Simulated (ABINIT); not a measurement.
# RbHgH3 (Pm-3m): zone-centre phonons, part 4 of 4

Aim: the zone-centre modes of RbHgH3 (Pm-3m).

ABINIT 10.8.3; DFT LDA, scalar-relativistic, plane waves, PseudoDojo norm-conserving pseudopotentials.

So far. Step 7 (Linear response at Γ): The acoustic modes at Γ come out as far as 3.7 cm⁻¹ from zero, where they should vanish, a small numerical error. Step 8 (Modes with the sum rule): The rule moves no optical mode by more than 0.2 cm⁻¹. The relaxed cell has a = 4.058 Å (conventional setting).

The structure was built from a prototype and need not be the compound's stable phase.

## Step 9: Sum rules set otherwise (asr 0)

Without the rule the raw error of the acoustic modes shows.

File anaddb.abi:

```
ddb_filepath "gamma_DDB"
output_file "anaddb.abo"
outdata_prefix "anaddb"
asr 0
chneut 0
enunit 2
eivec 1
nph1l 1
qph1l 0.0 0.0 0.0 1.0
```

File mrgddb.in:

```
gamma_DDB
merged
2
dfpt_gammao_DDB
gso_DDB
```

On the command line:

```bash
mrgddb < mrgddb.in > mrgddb.log
OMP_NUM_THREADS=1 anaddb anaddb.abi > anaddb.log
```

anaddb.abo, the main output file:

```text
-outvars_anaddb: echo values of input variables ----------------------

 Miscellaneous information :
      enunit         2
       eivec         1
      chneut         0
 First list of wavevector (reduced coord.) :
       nph1l         1
       qph1l
                     0.00000000E+00  0.00000000E+00  0.00000000E+00    1.000E+00

================================================================================

 read the DDB information and perform some checks

  ==== Info on the Cryst% object ====
 Real(R)+Recip(G) space primitive vectors, cartesian coordinates (Bohr,Bohr^-1):
 R(1)=  7.6686317  0.0000000  0.0000000  G(1)=  0.1304014  0.0000000  0.0000000
 R(2)=  0.0000000  7.6686317  0.0000000  G(2)=  0.0000000  0.1304014  0.0000000
 R(3)=  0.0000000  0.0000000  7.6686317  G(3)=  0.0000000  0.0000000  0.1304014
 Unit cell volume ucvol=  4.5097621E+02 bohr^3
 Angles (23,13,12)=  9.00000000E+01  9.00000000E+01  9.00000000E+01 degrees
 Time-reversal symmetry is present
 Reduced atomic positions [iatom, xred, symbol]:
    1)    0.0000000  0.0000000  0.0000000  Rb
    2)    0.5000000  0.5000000  0.5000000  Hg
    3)    0.5000000  0.5000000  0.0000000   H
    4)    0.5000000  0.0000000  0.5000000   H
    5)    0.0000000  0.5000000  0.5000000   H

 DDB file with 3 blocks has been read.

================================================================================

 Treat the first list of vectors

  Phonon wavevector (reduced coordinates) :  0.00000  0.00000  0.00000
 Phonon energies in Hartree :
   1.670668E-05  1.670668E-05  1.670668E-05  4.485212E-04  4.485212E-04
   4.485212E-04  2.644952E-03  2.644952E-03  2.644952E-03  3.142956E-03
   3.142956E-03  3.142956E-03  4.686747E-03  4.686747E-03  4.686747E-03
 Phonon energies in meV     :
-  4.546120E-01  4.546120E-01  4.546120E-01  1.220488E+01  1.220488E+01
-  1.220488E+01  7.197280E+01  7.197280E+01  7.197280E+01  8.552418E+01
-  8.552418E+01  8.552418E+01  1.275329E+02  1.275329E+02  1.275329E+02
 Phonon frequencies in cm-1    :
-  3.666693E+00  3.666693E+00  3.666693E+00  9.843903E+01  9.843903E+01
-  9.843903E+01  5.804998E+02  5.804998E+02  5.804998E+02  6.897991E+02
-  6.897991E+02  6.897991E+02  1.028622E+03  1.028622E+03  1.028622E+03
 Phonon frequencies in Thz     :
-  1.099247E-01  1.099247E-01  1.099247E-01  2.951128E+00  2.951128E+00
-  2.951128E+00  1.740295E+01  1.740295E+01  1.740295E+01  2.067966E+01
-  2.067966E+01  2.067966E+01  3.083732E+01  3.083732E+01  3.083732E+01
 Phonon energies in Kelvin  :
-  5.275553E+00  5.275553E+00  5.275553E+00  1.416318E+02  1.416318E+02
-  1.416318E+02  8.352097E+02  8.352097E+02  8.352097E+02  9.924669E+02
-  9.924669E+02  9.924669E+02  1.479958E+03  1.479958E+03  1.479958E+03

 Eigendisplacements
 (will be given, for each mode : in cartesian coordinates
   for each atom the real part of the displacement vector,
   then the imaginary part of the displacement vector - absolute values smaller than 1.0d-7 are set to zero)
  Mode number    1   Energy    1.670668E-05
-  1  0.00000000E+00  0.00000000E+00 -1.37663439E-03
-     0.00000000E+00  0.00000000E+00  0.00000000E+00
-  2  0.00000000E+00  0.00000000E+00 -1.37794622E-03
-     0.00000000E+00  0.00000000E+00  0.00000000E+00
-  3  0.00000000E+00  0.00000000E+00 -1.37807280E-03
-     0.00000000E+00  0.00000000E+00  0.00000000E+00
-  4  0.00000000E+00  0.00000000E+00 -1.37772706E-03
-     0.00000000E+00  0.00000000E+00  0.00000000E+00
-  5  0.00000000E+00  0.00000000E+00 -1.37772706E-03
-     0.00000000E+00  0.00000000E+00  0.00000000E+00
  Mode number    2   Energy    1.670668E-05
-  1  3.04571657E-07 -1.37663436E-03  0.00000000E+00
-     0.00000000E+00  0.00000000E+00  0.00000000E+00
-  2  3.04861890E-07 -1.37794618E-03  0.00000000E+00
-     0.00000000E+00  0.00000000E+00  0.00000000E+00
-  3  3.04813402E-07 -1.37772702E-03  0.00000000E+00
-     0.00000000E+00  0.00000000E+00  0.00000000E+00
-  4  3.04813402E-07 -1.37807277E-03  0.00000000E+00
-     0.00000000E+00  0.00000000E+00  0.00000000E+00
-  5  3.04889895E-07 -1.37772702E-03  0.00000000E+00
-     0.00000000E+00  0.00000000E+00  0.00000000E+00
  Mode number    3   Energy    1.670668E-05
-  1  1.37663436E-03  3.04571672E-07  0.00000000E+00
-     0.00000000E+00  0.00000000E+00  0.00000000E+00
-  2  1.37794618E-03  3.04861905E-07  0.00000000E+00
-     0.00000000E+00  0.00000000E+00  0.00000000E+00
-  3  1.37772702E-03  3.04813417E-07  0.00000000E+00
-     0.00000000E+00  0.00000000E+00  0.00000000E+00
-  4  1.37772702E-03  3.04889910E-07  0.00000000E+00
-     0.00000000E+00  0.00000000E+00  0.00000000E+00
-  5  1.37807277E-03  3.04813417E-07  0.00000000E+00
-     0.00000000E+00  0.00000000E+00  0.00000000E+00
  Mode number    4   Energy    4.485212E-04
-  1  0.00000000E+00  0.00000000E+00 -2.11470919E-03
-     0.00000000E+00  0.00000000E+00  0.00000000E+00
-  2  0.00000000E+00  0.00000000E+00  9.08030056E-04
-     0.00000000E+00  0.00000000E+00  0.00000000E+00
-  3  0.00000000E+00  0.00000000E+00 -1.97071149E-04
-     0.00000000E+00  0.00000000E+00  0.00000000E+00
-  4  0.00000000E+00  0.00000000E+00 -6.82499975E-04
-     0.00000000E+00  0.00000000E+00  0.00000000E+00
-  5  0.00000000E+00  0.00000000E+00 -6.82499975E-04
-     0.00000000E+00  0.00000000E+00  0.00000000E+00
  Mode number    5   Energy    4.485212E-04
-  1  2.02238074E-07 -2.11470918E-03  0.00000000E+00
-     0.00000000E+00  0.00000000E+00  0.00000000E+00
-  2  0.00000000E+00  9.08030052E-04  0.00000000E+00
-     0.00000000E+00  0.00000000E+00  0.00000000E+00
-  3  0.00000000E+00 -6.82499972E-04  0.00000000E+00
-     0.00000000E+00  0.00000000E+00  0.00000000E+00
-  4  0.00000000E+00 -1.97071148E-04  0.00000000E+00
-     0.00000000E+00  0.00000000E+00  0.00000000E+00
-  5  0.00000000E+00 -6.82499972E-04  0.00000000E+00
-     0.00000000E+00  0.00000000E+00  0.00000000E+00
  Mode number    6   Energy    4.485212E-04
-  1  2.11470918E-03  2.02238090E-07  0.00000000E+00
-     0.00000000E+00  0.00000000E+00  0.00000000E+00
-  2 -9.08030052E-04  0.00000000E+00  0.00000000E+00
-     0.00000000E+00  0.00000000E+00  0.00000000E+00
-  3  6.82499972E-04  0.00000000E+00  0.00000000E+00
-     0.00000000E+00  0.00000000E+00  0.00000000E+00
-  4  6.82499972E-04  0.00000000E+00  0.00000000E+00
-     0.00000000E+00  0.00000000E+00  0.00000000E+00
-  5  1.97071148E-04  0.00000000E+00  0.00000000E+00
-     0.00000000E+00  0.00000000E+00  0.00000000E+00
  Mode number    7   Energy    2.644952E-03
-  1  0.00000000E+00  0.00000000E+00  2.26385647E-04
-     0.00000000E+00  0.00000000E+00  0.00000000E+00
-  2  0.00000000E+00  0.00000000E+00  1.04451717E-04
-     0.00000000E+00  0.00000000E+00  0.00000000E+00
-  3 -1.19654019E-07 -5.74492036E-07 -1.14518551E-02
-     0.00000000E+00  0.00000000E+00  0.00000000E+00
-  4 -1.19654019E-07 -4.61416399E-07 -1.42582699E-02
-     0.00000000E+00  0.00000000E+00  0.00000000E+00
-  5  0.00000000E+00 -5.74492036E-07 -1.42582699E-02
-     0.00000000E+00  0.00000000E+00  0.00000000E+00
  Mode number    8   Energy    2.644952E-03
-  1  0.00000000E+00 -2.26385644E-04  0.00000000E+00
-     0.00000000E+00  0.00000000E+00  0.00000000E+00
-  2  0.00000000E+00 -1.04451716E-04  0.00000000E+00
-     0.00000000E+00  0.00000000E+00  0.00000000E+00
-  3 -2.10900194E-06  1.42582698E-02 -4.61402179E-07
-     0.00000000E+00  0.00000000E+00  0.00000000E+00
-  4 -2.10900194E-06  1.14518550E-02 -5.74474332E-07
-     0.00000000E+00  0.00000000E+00  0.00000000E+00
-  5 -1.69389307E-06  1.42582698E-02 -5.74474332E-07
-     0.00000000E+00  0.00000000E+00  0.00000000E+00
  Mode number    9   Energy    2.644952E-03
-  1  2.26385644E-04  0.00000000E+00  0.00000000E+00
-     0.00000000E+00  0.00000000E+00  0.00000000E+00
-  2  1.04451716E-04  0.00000000E+00  0.00000000E+00
-     0.00000000E+00  0.00000000E+00  0.00000000E+00
-  3 -1.42582698E-02 -2.10899712E-06  0.00000000E+00
-     0.00000000E+00  0.00000000E+00  0.00000000E+00
-  4 -1.42582698E-02 -1.69388920E-06  1.19738993E-07
-     0.00000000E+00  0.00000000E+00  0.00000000E+00
-  5 -1.14518550E-02 -2.10899712E-06  1.19738993E-07
-     0.00000000E+00  0.00000000E+00  0.00000000E+00
  Mode number   10   Energy    3.142956E-03
-  1  0.00000000E+00  0.00000000E+00  0.00000000E+00
-     0.00000000E+00  0.00000000E+00  0.00000000E+00
-  2  0.00000000E+00  0.00000000E+00  0.00000000E+00
-     0.00000000E+00  0.00000000E+00  0.00000000E+00
-  3  0.00000000E+00  9.85220881E-07  0.00000000E+00
-     0.00000000E+00  0.00000000E+00  0.00000000E+00
-  4  0.00000000E+00  0.00000000E+00  1.64963404E-02
-     0.00000000E+00  0.00000000E+00  0.00000000E+00
-  5  0.00000000E+00 -9.85220881E-07 -1.64963404E-02
-     0.00000000E+00  0.00000000E+00  0.00000000E+00
  Mode number   11   Energy    3.142956E-03
-  1  0.00000000E+00  0.00000000E+00  0.00000000E+00
-     0.00000000E+00  0.00000000E+00  0.00000000E+00
-  2  0.00000000E+00  0.00000000E+00  0.00000000E+00
-     0.00000000E+00  0.00000000E+00  0.00000000E+00
-  3  0.00000000E+00  1.64963404E-02  0.00000000E+00
-     0.00000000E+00  0.00000000E+00  0.00000000E+00
-  4  0.00000000E+00  0.00000000E+00 -9.85220881E-07
-     0.00000000E+00  0.00000000E+00  0.00000000E+00
-  5  0.00000000E+00 -1.64963404E-02  9.85220881E-07
-     0.00000000E+00  0.00000000E+00  0.00000000E+00
  Mode number   12   Energy    3.142956E-03
-  1  0.00000000E+00  0.00000000E+00  0.00000000E+00
-     0.00000000E+00  0.00000000E+00  0.00000000E+00
-  2  0.00000000E+00  0.00000000E+00  0.00000000E+00
-     0.00000000E+00  0.00000000E+00  0.00000000E+00
-  3  1.64963405E-02  0.00000000E+00  0.00000000E+00
-     0.00000000E+00  0.00000000E+00  0.00000000E+00
-  4 -1.64963405E-02  0.00000000E+00  0.00000000E+00
-     0.00000000E+00  0.00000000E+00  0.00000000E+00
-  5  0.00000000E+00  0.00000000E+00  0.00000000E+00
-     0.00000000E+00  0.00000000E+00  0.00000000E+00
  Mode number   13   Energy    4.686747E-03
-  1  0.00000000E+00  0.00000000E+00  1.37435839E-05
-     0.00000000E+00  0.00000000E+00  0.00000000E+00
-  2  0.00000000E+00  0.00000000E+00 -2.58315202E-05
-     0.00000000E+00  0.00000000E+00  0.00000000E+00
-  3  0.00000000E+00  0.00000000E+00  2.02774651E-02
-     0.00000000E+00  0.00000000E+00  0.00000000E+00
-  4  0.00000000E+00  0.00000000E+00 -8.15273260E-03
-     0.00000000E+00  0.00000000E+00  0.00000000E+00
-  5  0.00000000E+00  0.00000000E+00 -8.15273260E-03
-     0.00000000E+00  0.00000000E+00  0.00000000E+00
  Mode number   14   Energy    4.686747E-03
-  1  0.00000000E+00 -1.37435838E-05  0.00000000E+00
-     0.00000000E+00  0.00000000E+00  0.00000000E+00
-  2  0.00000000E+00  2.58315199E-05  0.00000000E+00
-     0.00000000E+00  0.00000000E+00  0.00000000E+00
-  3 -1.11095626E-06  8.15273253E-03  0.00000000E+00
-     0.00000000E+00  0.00000000E+00  0.00000000E+00
-  4 -1.11095626E-06 -2.02774649E-02  0.00000000E+00
-     0.00000000E+00  0.00000000E+00  0.00000000E+00
-  5  2.76316885E-06  8.15273253E-03  0.00000000E+00
-     0.00000000E+00  0.00000000E+00  0.00000000E+00
  Mode number   15   Energy    4.686747E-03
-  1  1.37435838E-05  0.00000000E+00  0.00000000E+00
-     0.00000000E+00  0.00000000E+00  0.00000000E+00
-  2 -2.58315199E-05  0.00000000E+00  0.00000000E+00
-     0.00000000E+00  0.00000000E+00  0.00000000E+00
-  3 -8.15273253E-03 -1.11095626E-06  0.00000000E+00
-     0.00000000E+00  0.00000000E+00  0.00000000E+00
-  4 -8.15273253E-03  2.76316885E-06  0.00000000E+00
-     0.00000000E+00  0.00000000E+00  0.00000000E+00
-  5  2.02774649E-02 -1.11095626E-06  0.00000000E+00
-     0.00000000E+00  0.00000000E+00  0.00000000E+00

 Analysis of degeneracies and characters (maximum tolerance=1.00E-06 a.u.)
 For each vibration mode, or group of modes if degenerate,
 the characters are given for each symmetry operation (see the list in the log file).
 Symmetry characters of vibration mode #   1
       degenerate with vibration modes #   2 to    3
  3.0 -3.0 -1.0  1.0 -1.0  1.0 -1.0  1.0  1.0 -1.0 -1.0  1.0  1.0 -1.0 -1.0  1.0
  0.0 -0.0  0.0 -0.0 -0.0  0.0 -0.0  0.0  1.0 -1.0 -1.0  1.0 -1.0  1.0  1.0 -1.0
  0.0 -0.0 -0.0  0.0 -0.0  0.0  0.0 -0.0  1.0 -1.0  1.0 -1.0 -1.0  1.0 -1.0  1.0
 Symmetry characters of vibration mode #   4
       degenerate with vibration modes #   5 to    6
  3.0 -3.0 -1.0  1.0 -1.0  1.0 -1.0  1.0  1.0 -1.0 -1.0  1.0  1.0 -1.0 -1.0  1.0
  0.0 -0.0  0.0 -0.0 -0.0  0.0 -0.0  0.0  1.0 -1.0 -1.0  1.0 -1.0  1.0  1.0 -1.0
  0.0 -0.0 -0.0  0.0 -0.0  0.0  0.0 -0.0  1.0 -1.0  1.0 -1.0 -1.0  1.0 -1.0  1.0
 Symmetry characters of vibration mode #   7
       degenerate with vibration modes #   8 to    9
  3.0 -3.0 -1.0  1.0 -1.0  1.0 -1.0  1.0  1.0 -1.0 -1.0  1.0  1.0 -1.0 -1.0  1.0
  0.0 -0.0  0.0 -0.0 -0.0  0.0 -0.0  0.0  1.0 -1.0 -1.0  1.0 -1.0  1.0  1.0 -1.0
  0.0 -0.0 -0.0  0.0 -0.0  0.0  0.0 -0.0  1.0 -1.0  1.0 -1.0 -1.0  1.0 -1.0  1.0
 Symmetry characters of vibration mode #  10
       degenerate with vibration modes #  11 to   12
  3.0 -3.0 -1.0  1.0 -1.0  1.0 -1.0  1.0 -1.0  1.0  1.0 -1.0 -1.0  1.0  1.0 -1.0
 -0.0  0.0  0.0 -0.0 -0.0  0.0  0.0 -0.0 -1.0  1.0  1.0 -1.0  1.0 -1.0 -1.0  1.0
 -0.0  0.0 -0.0  0.0  0.0 -0.0  0.0 -0.0 -1.0  1.0 -1.0  1.0  1.0 -1.0  1.0 -1.0
 Symmetry characters of vibration mode #  13
       degenerate with vibration modes #  14 to   15
  3.0 -3.0 -1.0  1.0 -1.0  1.0 -1.0  1.0  1.0 -1.0 -1.0  1.0  1.0 -1.0 -1.0  1.0
  0.0 -0.0 -0.0  0.0  0.0 -0.0 -0.0  0.0  1.0 -1.0 -1.0  1.0 -1.0  1.0  1.0 -1.0
  0.0 -0.0  0.0 -0.0 -0.0  0.0 -0.0  0.0  1.0 -1.0  1.0 -1.0 -1.0  1.0 -1.0  1.0
-
```

The job ended after 0.51 s (1 thread of Arm Neoverse V2, shared host).

Numbers from this step:

```
lowest optical zone-centre mode : 98.44 cm⁻¹
```

Zone-centre frequencies as printed; negative means imaginary. Modes:

```
mode  frequency (cm⁻¹)
   1              3.67
   2              3.67
   3              3.67
   4             98.44
   5             98.44
   6             98.44
   7             580.5
   8             580.5
   9             580.5
  10             689.8
  11             689.8
  12             689.8
  13              1029
  14              1029
  15              1029
```

## Step 10: Summary of results

```json
{
  "space group after relaxation": "Pm-3m",
  "volume per atom": "13.4 Å³",
  "highest optical zone-centre mode (no LO-TO term)": "1029 cm⁻¹",
  "lowest optical zone-centre mode": "98.3 cm⁻¹",
  "imaginary optical modes at the zone centre (no q mesh in this session)": "none"
}
```

In words: At the LDA level the optical modes of RbHgH3 (Pm-3m) at the zone centre run from 98 to 1029 cm⁻¹. These are harmonic frequencies at zero temperature: anharmonic shifts and linewidths and thermal expansion are left out. Spin-orbit coupling is left out, which can matter for the heavy elements here. In a metal the frequencies hang on the k mesh and the smearing, most of all near Kohn anomalies. The structure is a hypothetical one, built on a prototype.

[Host names and launcher messages were left out of these logs when they were recorded.]

[Logs are printed without paths, hosts, clocks, repeated set-up lines and the standing remarks that a program may print on its own settings, such as how far it seeks lower states.]

[Hosts, paths, dates, database ids (printed as entryN), source tags and the programs' standing remarks are cut or masked in the printed files.]
